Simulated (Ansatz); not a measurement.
# LuPd (Pm-3m): phonons along a line and the smearing

Does LuPd (Pm-3m) have a Kohn anomaly or a soft branch that a wide smearing hides?

Main program and level: Ansatz 0.2.0; DFT PBEsol, scalar-relativistic, plane waves, PAW; PAW set soft_1.

### Step 1. Starting point

It takes space group Pm-3m (No. 221, cubic). Conventional cell: a = 3.415 Å, b = 3.415 Å, c = 3.415 Å, α = 90.00°, β = 90.00°, γ = 90.00°. Lu has 8 Pd at 2.96 Å nearest. Nearest to Pd lie 8 Lu at 2.96 Å. Farther neighbours are not listed.

### Step 2. Relaxing cell and atoms

The structure is brought to rest under this functional.

File input.yaml:

```yaml
crystal:
  lattice:
    - [3.415, 0.0, 0.0]
    - [0.0, 3.415, 0.0]
    - [0.0, 0.0, 3.415]
  atoms:
    - { symbol: Lu, position: [0.0, 0.0, 0.0] }
    - { symbol: Pd, position: [0.5, 0.5, 0.5] }
kpoints:
  mp_grid: { grid: [8, 8, 8] }
hamiltonian:
  xc: pbesol
  pseudopotentials: { kind: paw, azcp: { folder: soft_1 }, xc_functional: pbe }
scf:
  occupations: { method: gaussian, width: 0.1 }
output:
  forces: true
  stress: true
  eigenvalues: true
  write_density: true
  write_potential: true
  elf: true
  volumetric_format: npy
relax:
  adjacent_minimum: "off"
  f_tol: 0.005
  max_steps: 80
  cell: { stress_tol: 0.05 }
```

Command:

```console
ansatz run input.yaml --threads 4 --pin off --max-ram 12288MiB --backend cpu --events-out ev --progress --plain --runs-dir out
```

Numbers of over 12 decimals in the logs are rounded to 6 here.

What it wrote:

```text
[the first part of the log is left out]
  E_xc         = -345.623862
  E_vxc        = -428.978313  (∫ρ·V_xc dr)
  E_paw        = -11045.519734  (= ΣΔE_a)
  E_vpaw       = -151.496396  (= ΣTr[D̂ρ^β])
  E_aug_tail   = 0.000208  (compensation charges beyond the density's cutoff)
  E_ewald      = -7247.323043
  E_core_change = 1.494410  (= ΣΔE_core)
  E_smearing   = -0.007939  (= −TS)
  E_closure    = 0.000000  (closes the sum)
  Σ components = -21520.598212   (vs F -21520.598212, Δ=0.00e0)
--- Forces (eV/Å), atoms counted from 1 ---
  atom   1  Lu     0.00000000     0.00000000    -0.00000000
  atom   2  Pd    -0.00000000     0.00000000     0.00000000
  max |Σ_I F_I| component: 1.68e-29 eV/Å
--- Stress (GPa, compression-positive) ---
       -0.002640      -0.000000      -0.000000
       -0.000000      -0.002640       0.000000
       -0.000000       0.000000      -0.002640
  P = ⅓ Tr σ = -0.0026 GPa (-0.026 kbar)
--- Band table (eV; the first three rows and the last of 35) ---
  k-point 0: bands = ["-66.6864", "-38.0419", "-32.4196", "-32.4196", "-32.4196", "-8.5871", "-8.5871", "-8.5871", "10.8937", "13.2172", "13.2172", "13.2172", "13.2299", "13.2299", "13.2299", "13.2581", "13.4684", "13.4684", "15.1958", "15.1958", "15.1958", "19.8398", "19.8398", "24.0950", "24.0950", "24.0950"]
  k-point 1: bands = ["-66.6863", "-38.0403", "-32.4221", "-32.4193", "-32.4193", "-8.6398", "-8.5840", "-8.5840", "11.1875", "13.1488", "13.2142", "13.2142", "13.2145", "13.2309", "13.2309", "13.2449", "13.6285", "13.6294", "15.1768", "15.1768", "15.2447", "19.6636", "19.8410", "22.9095", "22.9095", "23.9969"]
  k-point 2: bands = ["-66.6860", "-38.0362", "-32.4281", "-32.4187", "-32.4187", "-8.7647", "-8.5764", "-8.5764", "12.0099", "13.0766", "13.1928", "13.1957", "13.1957", "13.2150", "13.2446", "13.2446", "13.9479", "14.0023", "15.1363", "15.1363", "15.3636", "19.2166", "19.3922", "21.5927", "21.5927", "23.7607"]
  k-point 34: bands = ["-66.6839", "-38.0033", "-32.4357", "-32.4357", "-32.4357", "-8.8541", "-8.8541", "-8.8541", "13.1865", "13.2126", "13.2126", "13.2126", "13.2627", "13.2627", "13.2627", "14.4057", "14.4057", "14.4057", "16.0425", "16.0425", "16.8761", "16.8761", "16.8761", "22.6162", "25.3334", "25.3334"]
--- Relaxed structure (4 steps of the walk, 3 accepted, 1 SCFs on fresh bases) ---
  F+E_penalty+E_count = -21520.59821216 eV   max|allowed force component| = 8.415e-30 eV/Å   (the final SCF, on the basis selected at the relaxed cell)
  cell:  # Å, volume = 39.0258 Å³
    - [3.391959, 0, 0]
    - [0, 3.391959, 0.0]
    - [0, 0.0, 3.391959]
  atoms:
    - { symbol: Lu, position: [0, 0, 0] }
    - { symbol: Pd, position: [0.500000, 0.500000, 0.500000] }
```

Run time: 4.1 s. Hardware: 4 threads of Arm Neoverse V2, shared host; peak memory 0.42 GiB; 14 s of CPU time.

Relaxation path:

| step | energy less that of the first step (eV) | largest force component (eV/Å) | pressure (GPa) | volume (Å³) |
| --- | --- | --- | --- | --- |
| 1 | 0.0000 | 0.0000 | -2.19 | 39.83 |
| 2 | 0.0047 | 0.0000 | 3.36 | 37.96 |
| 3 | -0.0058 | 0.0000 | -0.12 | 39.07 |
| 4 | -0.0059 | 0.0000 | 0.00 | 39.03 |
| 5 | -0.0056 | 0.0000 | 0.00 | 39.03 |

The log counts 1 steps on a newly chosen plane-wave basis, not all of them marked here; energy and pressure can jump at such steps. Relaxation step 2 was tried and not accepted.

| conventional cell, symmetrised | before | after | change |
| --- | --- | --- | --- |
| a (Å) | 3.415 | 3.392 | -0.7 % |
| b (Å) | 3.415 | 3.392 | -0.7 % |
| c (Å) | 3.415 | 3.392 | -0.7 % |
| volume (Å³/atom) | 19.91 | 19.51 | -2.0 % |

Final coordinates:

```
Lu Pd
1.0
     3.39196    0.00000    0.00000
     0.00000    3.39196    0.00000
     0.00000    0.00000    3.39196
Lu Pd
1 1
Direct
  0.00000 0.00000 0.00000
  0.50000 0.50000 0.50000
```

Numbers from this step:

```
pressure          : -0.002640 GPa
volume per atom   : 19.51 Å³/atom
metallic on mesh  : yes
gap on the k-mesh : 0 eV
```

ELF in the ac plane at fractional y = 0.500, with atoms of Pd within 0.2 Å of it. It is the smooth field of the valence electrons, not physical close to the nuclei.

Ten even steps from '0' (0.10) to '9' (0.44):
```
00246766556676420
12356654444566532
44566544444456654
66665456776545666
77654689999864567
76545899889985456
66446996556996446
65447985445897445
65447985445897445
66446996556996446
76545899889985456
77654689999864567
66665456776545666
44566544444456654
12356654444566532
00246766556676420
00146776666776410
```
Columns run along a (3.4 Å), rows up along c (3.4 Å). Atoms in or near the plane, at fractional coordinates: Pd at (0.50, 0.50).

Electrostatic potential energy in the ac plane at fractional y = 0.500, with atoms of Pd within 0.2 Å of it. With pseudopotentials it is smooth inside the atoms' cores, unlike the true potential.

Ten even steps from '_' (-51 eV) to '@' (21 eV):
```
@@@@@@@@@@@@@@@@@@@@@@@@@@@@@@@@@@
@@@@@@@@@@@@@@@@@@@@@@@@@@@@@@@@@@
@@@@@@@@@@@@@@@@@@@@@@@@@@@@@@@@@@
@@@@@@@@@@@@%%########%%@@@@@@@@@@
@@@@@@@@@@%%**++====++**%%@@@@@@@@
@@@@@@@@%%**==--::::--==**%%@@@@@@
@@@@@@@@##++--..____..--++##@@@@@@
@@@@@@@@##==::________::==##@@@@@@
@@@@@@@@##==::________::==##@@@@@@
@@@@@@@@##++--..____..--++##@@@@@@
@@@@@@@@%%**==--::::--==**%%@@@@@@
@@@@@@@@@@%%**++====++**%%@@@@@@@@
@@@@@@@@@@@@%%########%%@@@@@@@@@@
@@@@@@@@@@@@@@@@@@@@@@@@@@@@@@@@@@
@@@@@@@@@@@@@@@@@@@@@@@@@@@@@@@@@@
@@@@@@@@@@@@@@@@@@@@@@@@@@@@@@@@@@
@@@@@@@@@@@@@@@@@@@@@@@@@@@@@@@@@@
```
Columns run along a (3.4 Å; values clipped at the 3rd and 97th percentile), rows up along c (3.4 Å). Atoms in or near the plane, at fractional coordinates: Pd at (0.50, 0.50).

Valence density in the ac plane at fractional y = 0.500, with atoms of Pd within 0.2 Å of it. It is the smooth field of the valence electrons, not physical close to the nuclei.

Values in e/Å³, 14 rows by 14 columns, each cell a mean:
```
 0  0  0  0  0  0  0  0  0  0  0  0  0  0
 0  0  0  0  0  0  0  0  0  0  0  0  0  0
 0  0  0  0  0  1  1  1  1  0  0  0  0  0
 0  0  0  0  1  1  2  3  2  1  1  0  0  0
 0  0  0  1  1  4  6  7  6  3  1  0  0  0
 0  0  0  1  3  7 12 13 11  6  2  1  0  0
 0  0  0  1  3  9 14 16 13  7  3  1  0  0
 0  0  0  1  3  7 12 14 12  6  2  1  0  0
 0  0  0  1  2  4  7  9  7  4  1  1  0  0
 0  0  0  0  1  2  3  3  3  1  1  0  0  0
 0  0  0  0  0  1  1  1  1  1  0  0  0  0
 0  0  0  0  0  0  0  0  0  0  0  0  0  0
 0  0  0  0  0  0  0  0  0  0  0  0  0  0
 0  0  0  0  0  0  0  0  0  0  0  0  0  0
```
Columns run along a (3.4 Å), rows up along c (3.4 Å). Atoms in or near the plane, at fractional coordinates: Pd at (0.50, 0.50).

The largest force is now zero by symmetry and the largest stress component 0.0026 GPa, small enough for phonons.

### Step 3. Phonons along a line: Fermi–Dirac smearing of 0.1 eV

The smearing blurs the Fermi surface that screens the phonons; a Fermi–Dirac width is an electronic temperature.

File input.yaml:

```yaml
crystal:
  lattice:
    - [3.3919594764, 0.0, 0.0]
    - [0.0, 3.3919594764, 0.0]
    - [0.0, 0.0, 3.3919594764]
  atoms:
    - { symbol: Lu, position: [0.0, 0.0, 0.0] }
    - { symbol: Pd, position: [0.5, 0.5, 0.5] }
kpoints:
  mp_grid: { grid: [16, 16, 16] }
hamiltonian:
  xc: pbesol
  pseudopotentials: { kind: paw, azcp: { folder: soft_1 }, xc_functional: pbe }
scf:
  occupations: { method: fermi_dirac, width: 0.1 }
output:
  eigenvalues: true
phonons:
  method: dfpt
  qpoints:
    - [0, 0, 0]
    - [0.0, 0.0625, 0.0]
    - [0.0, 0.1875, 0.0]
    - [0.0, 0.3125, 0.0]
    - [0.0, 0.4375, 0.0]
```

What it wrote:

```text
[...]
Crystal: 2 atoms, lattice volume = 39.026 Å³
Basis set: ecut = 420 eV, 751 PW (Γ), exchange–correlation on 48×48×48 points (8 copies of the dense FFT grid, shifted against one another)
Bands: 26, of which v1, the nominal top of the filled ones, is band 22 counted from 1 (21 counted from 0)
Symmetry: 48 space group operations
k-points: 165 of 4096
[...]
SCF iter   1: F=—  HF=-21539.432839 eV  |F-HF|=—  |Δ(HF+E_count)|=         —  Δρ=5.27e-1  dr2=1.92e2  ethr=3.10e-3  ⟨swp⟩=6.1  Hψ=19833  notcnv=0
[...]
SCF iter  14: F=-21520.635841 eV  HF=-21520.635841 eV  |F-HF|=7.28e-12  |Δ(HF+E_count)|=  2.69e-10  Δρ=1.92e-7  dr2=8.77e-12  ethr=1.00e-12  ⟨swp⟩=8.3  Hψ=38977  notcnv=0
SCF 1 converged in 14 iterations: F = -21520.635841 eV  dr2 = 8.77e-12
[...]
NSCF: frozen V_eff on 165 k-points
[...]
DFPT response loops at q = (0, 0, 0) (fractional): preconditioner auto → Kerker (q_TF=auto, 2.773 Å⁻¹) (partly filled bands, converged f_vac=0.000); β = 1.00, the filter's whole step (`scf.mixing.beta` (0.50) is not read by the response loops under this deck's `scf.mixing.preconditioner`; to damp them name `kerker` or `kerker_dos`, under which they read `scf.mixing.beta`, and type it under 1.00, their step now; both keys bind the ground state too); Broyden in place of MSR1
[...]
SCF converged after 14 iterations
Free energy (F): -21520.635841 eV
[...]
Internal energy: -21520.598522 eV  (E = F + TS)
E sigma→0 (E₀):  -21520.617182 eV
Entropy (-TS):   -0.037319 eV (-18.659 meV/atom)
Fermi energy:    18.154604 eV
[...]
--- Band table (eV; the first three rows and the last of 165) ---
  k-point 0: bands = [... 18 lower, 15.2043, 15.2043, 15.2043, 19.8448, 19.8448, 24.0994, 24.0994, 24.0994]
  k-point 1: bands = [... 18 lower, 15.1992, 15.1992, 15.2170, 19.7994, 19.8523, 23.6478, 23.6478, 24.0738]
  k-point 2: bands = [... 18 lower, 15.1852, 15.1852, 15.2533, 19.6683, 19.8460, 22.9127, 22.9127, 24.0011]
  k-point 164: bands = [... 18 lower, 16.0523, 16.0523, 16.8773, 16.8773, 16.8773, 22.6184, 25.3376, 25.3376]
--- Phonons (Γ-DFPT): 2 representative perturbations + reference (Σ response iterations 7) ---
  ASR residual: 4.405e-4 → 0.000e0 eV/Å²; symmetrization residual: 1.853e-7 eV/Å²
  ASR residual per site (eV/Å²): 4.41e-4 2.00e-4
  Γ frequencies (cm⁻¹): 0.00 0.00 0.00 114.83 114.83 114.83
  non-analytic LO–TO correction: not included (Born effective charges unavailable; polar crystals: no LO–TO splitting at Γ)
--- Phonons (arbitrary-q DFPT): 5 explicit q-points ---
  q = [0, 0, 0] (of the zone-centre solve; hermiticity 1.15e-7, symmetrization 8.08e-12): -0.00 -0.00 -0.00 114.83 114.83 114.83
  q = [0, 0.0625, 0] (4 solved perturbations in 4032 linear systems a pass and spin channel, the states on 1296 of 4096 k-point pairs; hermiticity 9.15e-7, symmetrization 5.72e-11): 11.79 11.79 22.24 114.28 114.28 115.13
[...]
sum rule: each row above includes the acoustic sum rule's correction from the zone centre's row sums; it moved no ω² by more than (0.83 cm⁻¹)²
```

Run time: 6.6 min. Hardware: 4 threads; peak memory 3.3 GiB.

In the SCF lines HF is the Harris–Foulkes energy and dr2 the Hartree energy of the density residual, in eV; the loop may stop once dr2 is under the threshold and the program's other checks hold. Hψ counts applications of the Hamiltonian.

Each wavevector solved by linear response. The frequency by |q| along the line:

| \|q\| along the line (Å⁻¹) | mode 1 = mode 2 (cm⁻¹) | mode 3 (cm⁻¹) | mode 4 (cm⁻¹) | mode 5 (cm⁻¹) | mode 6 (cm⁻¹) |
| --- | --- | --- | --- | --- | --- |
| 0.000 | 0 | 0 | 115 | 115 | 115 |
| 0.116 | 11.8 | 22.2 | 114 | 114 | 115 |
| 0.347 | 34.3 | 60.9 | 110 | 110 | 117 |
| 0.579 | 53.7 | 87.8 | 103 | 103 | 128 |
| 0.810 | 66 | 93.9 | 93.9 | 104 | 140 |

### Step 4. Phonons along a line: Fermi–Dirac smearing of 0.25 eV

Each wavevector is solved by itself, so no interpolation smooths a dip of the branch.

Edit input.yaml of step 3 so:

```diff
@@ -14,3 +14,3 @@
 scf:
-  occupations: { method: fermi_dirac, width: 0.1 }
+  occupations: { method: fermi_dirac, width: 0.25 }
 output:
```

Wider smearing eases the sum over k-points of a metal but moves the result away from its zero-temperature value.

What it wrote:

```text
band count auto-derived: 28 (N_el = 43.0; filled up to band 22; 26 by the electrons, moments and atoms)
[...]
Crystal: 2 atoms, lattice volume = 39.026 Å³
Basis set: ecut = 420 eV, 751 PW (Γ), exchange–correlation on 48×48×48 points (8 copies of the dense FFT grid, shifted against one another)
Bands: 28, of which v1, the nominal top of the filled ones, is band 22 counted from 1 (21 counted from 0)
Symmetry: 48 space group operations
k-points: 165 of 4096
[...]
SCF iter   1: F=—  HF=-21539.611366 eV  |F-HF|=—  |Δ(HF+E_count)|=         —  Δρ=5.26e-1  dr2=1.92e2  ethr=3.10e-3  ⟨swp⟩=6.0  Hψ=21198  notcnv=0
[...]
SCF iter  16: F=-21520.732420 eV  HF=-21520.732420 eV  |F-HF|=7.28e-12  |Δ(HF+E_count)|=  1.09e-11  Δρ=3.77e-8  dr2=3.64e-13  ethr=1.00e-12  ⟨swp⟩=6.9  Hψ=25336  notcnv=0
SCF 1 converged in 16 iterations: F = -21520.732420 eV  dr2 = 3.64e-13
[...]
WARN: eigensolver did not converge (k=6): 1 band(s) unlocked after 20 sweeps at ethr=1.14e-12 eV (storage-precision floor; scheduled 1.00e-12 eV) (lowest unlocked band 27, counted from 0; max residual 8.14e-3 eV among the unlocked bands, 8.14e-3 eV over every band; other slots of this pass that fall short are told together in one closing line; warning suppressed until the next SCF loop or pass starts)
WARN: eigensolver did not converge in 13 slots of this pass, the one above among them; of largest residual over every band (k=6): 1 band(s) unlocked (lowest unlocked band 27, counted from 0; max residual 8.14e-3 eV among the unlocked bands, 8.14e-3 eV over every band); of lowest unlocked band (k=6): band 27
[...]
SCF converged after 16 iterations
Free energy (F): -21520.732420 eV
[...]
Internal energy: -21520.500864 eV  (E = F + TS)
E sigma→0 (E₀):  -21520.616642 eV
Entropy (-TS):   -0.231556 eV (-115.778 meV/atom)
Fermi energy:    18.121566 eV
[...]
--- Band table (eV; the first three rows and the last of 165) ---
  k-point 0: bands = [... 18 lower, 15.1940, 15.1940, 15.1940, 19.8497, 19.8497, 24.1115, 24.1115, 24.1115, ... 2 higher]
  k-point 1: bands = [... 18 lower, 15.1890, 15.1890, 15.2068, 19.8044, 19.8570, 23.6574, 23.6574, 24.0860, ... 2 higher]
  k-point 2: bands = [... 18 lower, 15.1751, 15.1751, 15.2431, 19.6736, 19.8500, 22.9210, 22.9210, 24.0134, ... 2 higher]
  k-point 164: bands = [... 18 lower, 16.0394, 16.0394, 16.8798, 16.8798, 16.8798, 22.6114, 25.3534, 25.3534, ... 2 higher]
[...]
ASR residual: 1.131e-3 → 0.000e0 eV/Å²; symmetrization residual: 2.985e-8 eV/Å²
  ASR residual per site (eV/Å²): 1.13e-3 3.42e-4
  Γ frequencies (cm⁻¹): 0.00 0.00 0.00 115.43 115.43 115.43
[...]
--- Phonons (arbitrary-q DFPT): 5 explicit q-points ---
[...]
```

Run time: 7 min. Hardware: 4 threads; peak memory 3.4 GiB.

Each wavevector solved by linear response. Table of frequency by |q| along the line:

| \|q\| along the line (Å⁻¹) | mode 1 = mode 2 (cm⁻¹) | mode 3 (cm⁻¹) | mode 4 (cm⁻¹) | mode 5 (cm⁻¹) | mode 6 (cm⁻¹) |
| --- | --- | --- | --- | --- | --- |
| 0.000 | 0 | 0 | 115 | 115 | 115 |
| 0.116 | 11.7 | 22.0 | 115 | 115 | 116 |
| 0.347 | 34.1 | 60.6 | 111 | 111 | 118 |
| 0.579 | 53.3 | 86.9 | 103 | 103 | 128 |
| 0.810 | 66.4 | 94.5 | 94.5 | 102 | 139 |

Against step 3 (now smearing width 0.25 eV), the free energy moves by -48.3 meV an atom.

[end of part 1 of 2]

[Logs are printed without paths, hosts, clocks, repeated set-up lines and the standing remarks that a program may print on its own settings, such as how far it seeks lower states.]

[Hosts, paths, dates, database ids (printed as entryN), source tags and the programs' standing remarks are cut or masked in the printed files.]
